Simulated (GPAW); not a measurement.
# Optical response of Li

Aim: the dielectric function of Li, and the optical constants that follow from it.

Main program and level: GPAW 26.7.0; DFT, PBE, plane-wave PAW (GPAW data sets), scalar-relativistic, RPA, optical limit.

### Step 1. Set-up

It takes space group Im-3m (No. 229, cubic). Conventional cell: a = 3.509 Å, b = 3.509 Å, c = 3.509 Å, α = 90.00°, β = 90.00°, γ = 90.00°. Nearest to Li lie 8 Li at 3.04 Å.

Coordinates:

```
Li
1.0
    -1.75465    1.75465    1.75465
     1.75465   -1.75465    1.75465
     1.75465    1.75465   -1.75465
Li
1
Cartesian
  0.0000 0.0000 0.0000
```

### Step 2. Bands for the response

The response needs many more empty bands than the density does.

This step: DFT, PBE, plane-wave PAW (GPAW data sets), scalar-relativistic, bands at fixed density (GPAW 26.7.0).

nscf.py

```python
from ase.dft.bandgap import bandgap
from gpaw import GPAW, FermiDirac

calc = GPAW('gs.gpw').fixed_density(kpts={'size': (17, 17, 17), 'gamma': True}, nbands=20, convergence={'bands': 14},
                                    occupations=FermiDirac(0.05), txt='nscf.txt')
print('gap (eV)', bandgap(calc, output=None)[0])
print('direct gap (eV)', bandgap(calc, direct=True, output=None)[0])
print('top band over the Fermi level (eV)', min(calc.get_eigenvalues(kpt=k)[13] for k in range(len(calc.get_ibz_k_points()))) - calc.get_fermi_level())
calc.write('full.gpw', mode='all')
```

Run with:

```
> OMP_NUM_THREADS=1 python nscf.py
```

Numbers of over 12 decimals in the logs are rounded to 6 here.

Output:

```text
Diagonalizing LCAO Hamiltonian
Converting LCAO to pw mode
convergence criteria:
- Maximum integral of absolute [eigenst]ate change: 4e-08 eV^2 / valence electron
maximum number of iterations: 150

SCF iterations
|iter     |      energy | eigst |  dens |
|iter:   1||             | +4.21 |       |
|iter:   2||             | +2.29 |       |
|iter:   3||             | -0.58 |       |
|iter:   4||             | -2.60 |       |
|iter:   5||             | -4.60 |       |
|iter:   6||             | -5.95 |       |
|iter:   7||             | -7.01 |       |
|iter:   8||             | -7.80c|       |
SCF steps: 8
  __  _  _
 | _ |_)|_||  |
 |__||  | ||/\| - 26.7.0

Versions:
  Python: 3.12.14
  ASE:    3.29.0
  Numpy:  2.5.5
  Scipy:  1.18.1
  Libxc:  7.0.0

Input parameters:
  mode=PW(ecut=500.0),
  convergence={'bands': 14},
  gpts=array([16, 16, 16]),
  kpts=MonkhorstPack(size=(17, 17, 17), gamma=True),
  maxiter=150,
  nbands=20,
  occupations=Occupations(name='fermi-dirac', width=0.05, fixmagmom=False),
  parallel={},
  xc=XC(name='PBE')

--- standard output ---
gap (eV) 0.0
direct gap (eV) 0.0
top band over the Fermi level (eV) 30.383271
```

Wall time 19 s (1 thread of Arm Neoverse V1, shared host); peak memory 0.16 GiB.

### Step 3. Dielectric function, RPA

Local fields let the induced charge screen the field inside the cell, which as a rule lowers ε, most along directions where the density is uneven.

This step: DFT, PBE, plane-wave PAW (GPAW data sets), scalar-relativistic, RPA, optical limit (GPAW 26.7.0).

df.py

```python
from gpaw.response.df import DielectricFunction

df = DielectricFunction('full.gpw', frequencies={'type': 'nonlinear', 'domega0': 0.03, 'omega2': 8},
                        ecut=50,
                        eta=0.15,
                        nbands=14,
                        rate=0.05,
                        txt='df.txt')
for direction in ['x']:
    df.get_dielectric_function(xc='RPA', direction=direction, filename=f'df_{direction}.csv')
```

Run with:

```
> OMP_NUM_THREADS=1 python df.py
```

Output:

```text
Using integrator: PointIntegrator
NonLinearFrequencyDescriptor(from 0.000 to 45.181 eV, 452 points)
Nonperiodic BCs:  [False False False]
Using integrator: PointIntegrator
NonLinearFrequencyDescriptor(from 0.000 to 45.181 eV, 452 points)
Nonperiodic BCs:  [False False False]
Using integrator: PointIntegrator

Calculating chi0 body with:
    Ground state adapter containing:
    Number of spins: 1
    Number of kpoints: 4913
    Number of irreducible kpoints: 165
    Number of completely occupied states: 0
    Number of partially occupied states: 1

    Linear response parametrization:
    q_c: [0.0, 0.0, 0.0]
    Number of frequency points: 452
    Planewave cutoff: 50.0
    Number of bands: 14
    Number of planewaves: 19
    Broadening (eta): 0.15

Integrating chi0 body.

Symmetries of q_c:
    Direct symmetries (Uq -> q): 48
    Indirect symmetries (TUq -> q): 0
In total 48 allowed symmetries.

165 groups of equivalent kpoints. 96.641563% reduction.

Integral kind: spectral function

Calculating chi0 optical extensions with:
    Ground state adapter containing:
    Number of spins: 1
    Number of kpoints: 4913
    Number of irreducible kpoints: 165
    Number of completely occupied states: 0
    Number of partially occupied states: 1

    Linear response parametrization:
    Number of frequency points: 452
    Planewave cutoff: 50.0
    Number of bands: 14
    Number of planewaves: 19
    Broadening (eta): 0.15
Integrating chi0 head and wings.

Symmetries of q_c:
    Direct symmetries (Uq -> q): 48
    Indirect symmetries (TUq -> q): 0
In total 48 allowed symmetries.

165 groups of equivalent kpoints. 96.641563% reduction.

Integral kind: spectral function wings

Calculating drude chi0 with:
    Number of frequency points:452
    Plasma frequency decay rate: 0.05 eV

    Ground state adapter containing:
    Number of spins: 1
    Number of kpoints: 4913
    Number of irreducible kpoints: 165
    Number of completely occupied states: 0
    Number of partially occupied states: 1

Symmetries of q_c:
    Direct symmetries (Uq -> q): 48
    Indirect symmetries (TUq -> q): 0
In total 48 allowed symmetries.

165 groups of equivalent kpoints. 96.641563% reduction.

Integral kind: intraband
Plasma frequency:
[[7.13-0.j 0.  -0.j 0.  +0.j]
 [0.  -0.j 7.13-0.j 0.  +0.j]
 [0.  +0.j 0.  +0.j 7.13-0.j]]
```

It took 3.5 s on 1 thread; peak memory 0.14 GiB.

Numbers from this step:

| Quantity | Value |
| --- | --- |
| centre of weight of the strongest loss peak in the window | 7.593 eV |

Some rows of df_x.csv (energy; Re and Im without local fields; Re and Im with them):

```text
0.000000, 20314.527674, -0.000000, 20314.516697, -0.000000
0.429336, -263.172913, 62.464975, -263.183981, 62.464911
0.878195, -63.834519, 7.453837, -63.845886, 7.453698
1.347938, -26.441385, 2.075162, -26.453334, 2.074922
1.840057, -13.540960, 0.826309, -13.553932, 0.825908
2.356191, -7.653052, 0.410953, -7.667860, 0.410227
2.898142, -4.439092, 0.275812, -4.457688, 0.273930
3.467895, -2.298687, 0.512068, -2.327142, 0.499787
4.067647, -1.453295, 0.418232, -1.479541, 0.404711
4.699832, -1.503857, 0.643378, -1.502403, 0.631802
5.367152, -0.662091, 0.819815, -0.655264, 0.786175
6.072622, -0.351305, 0.321638, -0.358616, 0.306363
6.819608, -0.263563, 0.265452, -0.261626, 0.257053
7.611886, 0.044538, 0.355033, 0.055339, 0.335567
8.453705, 0.236836, 0.225177, 0.240851, 0.208379
9.349861, 0.305250, 0.152690, 0.311108, 0.146338
10.305790, 0.352048, 0.137090, 0.361600, 0.140765
11.327680, 0.449129, 0.144552, 0.463709, 0.151121
12.422601, 0.531730, 0.132306, 0.550255, 0.143035
13.598673, 0.596990, 0.079760, 0.603634, 0.091145
```

Sum at mesh points, not converged in k. The Im ε, E ∥ x by photon energy; read off at these points:

photon energy (eV), Im ε, E ∥ x and a bar:
```
      0.5         40 ##############################
      1.0          5 ####
      1.5          2 #
      2.0          1 
      2.5          0 
      3.0          0 
      3.5          1 
      4.0          0 
      4.5          1 #
      5.0          0 
      5.5          1 #
      6.0          0 
      6.5          0 
      7.0          0 
      7.5          0 
      8.0          0 
      8.5          0 
      9.0          0 
      9.5          0 
     10.0          0 
     10.5          0 
     11.0          0 
     11.5          0 
     12.0          0 
     12.5          0 
     13.0          0 
     13.5          0
```

Values under 1 per cm are given as 1; sum at mesh points, not converged in k. Absorption coefficient, E ∥ x against photon energy:

```csv
photon energy (eV),"absorption coefficient, E ∥ x (1/cm)"
0.492,7.1e5
1.010,7.1e5
1.486,7.0e5
1.985,6.8e5
2.508,6.5e5
3.018,6.1e5
3.510,5.3e5
3.980,5.4e5
4.516,5.9e5
4.981,5.1e5
5.515,5.5e5
6.021,4.1e5
6.494,4.2e5
6.985,3.2e5
7.496,2.7e5
8.026,2.3e5
8.516,1.8e5
9.023,1.9e5
9.483,1.1e5
10.026,1.7e5
10.519,74500
11.029,1.3e5
11.479,85717
12.023,1.1e5
12.504,1.1e5
13.000,93450
13.512,89530
```

The loss function −Im 1/ε at q → 0, E ∥ x has structure finer than the step of the table below, so its rows give means over 0.5 eV, whole bins alone (the curve runs from 0.305 to 14.0 eV). Peaks (eV: height): 7.15: 4.42, 7.91: 3.68.

Sum at mesh points, not converged in k. Table of loss function −Im 1/ε at q → 0, E ∥ x by energy loss; means over each step:

energy loss (eV), loss function −Im 1/ε at q → 0, E ∥ x and a bar:
```
      1.0       0.00 
      1.5       0.00 
      2.0       0.01 
      2.5       0.01 
      3.0       0.02 
      3.5       0.10 #
      4.0       0.19 ##
      4.5       0.37 ###
      5.0       0.48 ####
      5.5       0.63 #####
      6.0       1.04 #########
      6.5       1.59 ##############
      7.0       3.21 ############################
      7.5       3.20 ############################
      8.0       3.49 ##############################
      8.5       2.28 ####################
      9.0       2.00 #################
      9.5       1.00 #########
     10.0       1.05 #########
     10.5       0.60 #####
     11.0       0.58 #####
     11.5       0.44 ####
     12.0       0.36 ###
     12.5       0.36 ###
     13.0       0.27 ##
     13.5       0.25 ##
```

The reflectivity at normal incidence, E ∥ x has structure finer than the step of the table below, so its rows give means over 0.5 eV, whole bins alone (the curve runs from 0.305 to 14.0 eV). Peaks (eV: height): 3.94: 81.9, 4.79: 70.1, 5.87: 66.5, 6.82: 49.8.

Sum at mesh points, not converged in k. Reflectivity at normal incidence, E ∥ x against photon energy; means over each step:

```csv
photon energy (eV),"reflectivity at normal incidence, E ∥ x (%)"
1.0,97.2
1.5,97.1
2.0,96.9
2.5,96.4
3.0,94.6
3.5,80.2
4.0,75.2
4.5,53.5
5.0,60.6
5.5,48.7
6.0,56.2
6.5,39.8
7.0,40.9
7.5,21.6
8.0,20.2
8.5,12.0
9.0,10.9
9.5,6.44
10.0,5.49
10.5,4.45
11.0,3.08
11.5,3.08
12.0,1.99
12.5,2.21
13.0,1.57
13.5,1.61
```

Sum at mesh points, not converged in k. The Im ε, E ∥ x by photon energy; read off at these points:

```csv
photon energy (eV),without local fields,with local fields
0.5,40.0,40.0
1.0,5.07,5.06
1.5,1.51,1.51
2.0,0.649,0.649
2.5,0.354,0.353
3.0,0.276,0.273
3.5,0.589,0.574
4.0,0.397,0.386
4.5,1.28,1.25
5.0,0.489,0.472
5.5,0.791,0.770
6.0,0.280,0.268
6.5,0.477,0.457
7.0,0.229,0.219
7.5,0.333,0.312
8.0,0.254,0.242
8.5,0.244,0.226
9.0,0.222,0.217
9.5,0.144,0.135
10.0,0.231,0.220
10.5,0.0981,0.0947
11.0,0.172,0.164
11.5,0.0990,0.101
12.0,0.140,0.132
12.5,0.113,0.124
13.0,0.112,0.112
13.5,0.0918,0.103
```

At chosen wavelengths:

```csv
wavelength (nm),n,k,R (%),1/α
1064,0.27,5.992,97.1,14 nm
800,0.15,4.440,97.1,14 nm
633,0.10,3.435,96.9,15 nm
532,0.08,2.807,96.7,15 nm
365,0.12,1.604,87.3,18 nm
248,0.24,0.993,62.2,20 nm
193,0.35,0.620,36.3,25 nm
```

In reflection the computed colour is near white: x = 0.313, y = 0.330, luminous reflectivity 97 %.

### Step 4. Summary of results

| Item | Value |
| --- | --- |
| centre of weight of the strongest loss peak in the window, first axis | 7.59 eV |

What this shows: At this level (PBE, RPA) Li is a metal. The mesh is too coarse to trust the carriers' weight, the reflectivity or the colour to better than tens of per cent. In reflection the computed colour is near white: x = 0.313, y = 0.330, luminous reflectivity 97 %. The carriers' damping of 0.05 eV is typed, not computed; it shapes the response at the lowest energies. GPAW's carrier term has the form −ωp²/(ω + i·rate)², which damps like twice the rate and fails at low energy, so the curves leave the lowest energies out. The sum runs over mesh points 0.15 Å⁻¹ apart with no interpolation, so peaks are partly noise of the mesh, and the Drude plasma energy, a sum over the Fermi surface, isn't converged.

[Machine, clock and banner lines and Python warnings are left out of the logs.]

[Logs are printed without paths, hosts, clocks, repeated set-up lines and the standing remarks that a program may print on its own settings, such as how far it seeks lower states.]

[Hosts, paths, dates, database ids (printed as entryN), source tags and the programs' standing remarks are cut or masked in the printed files.]
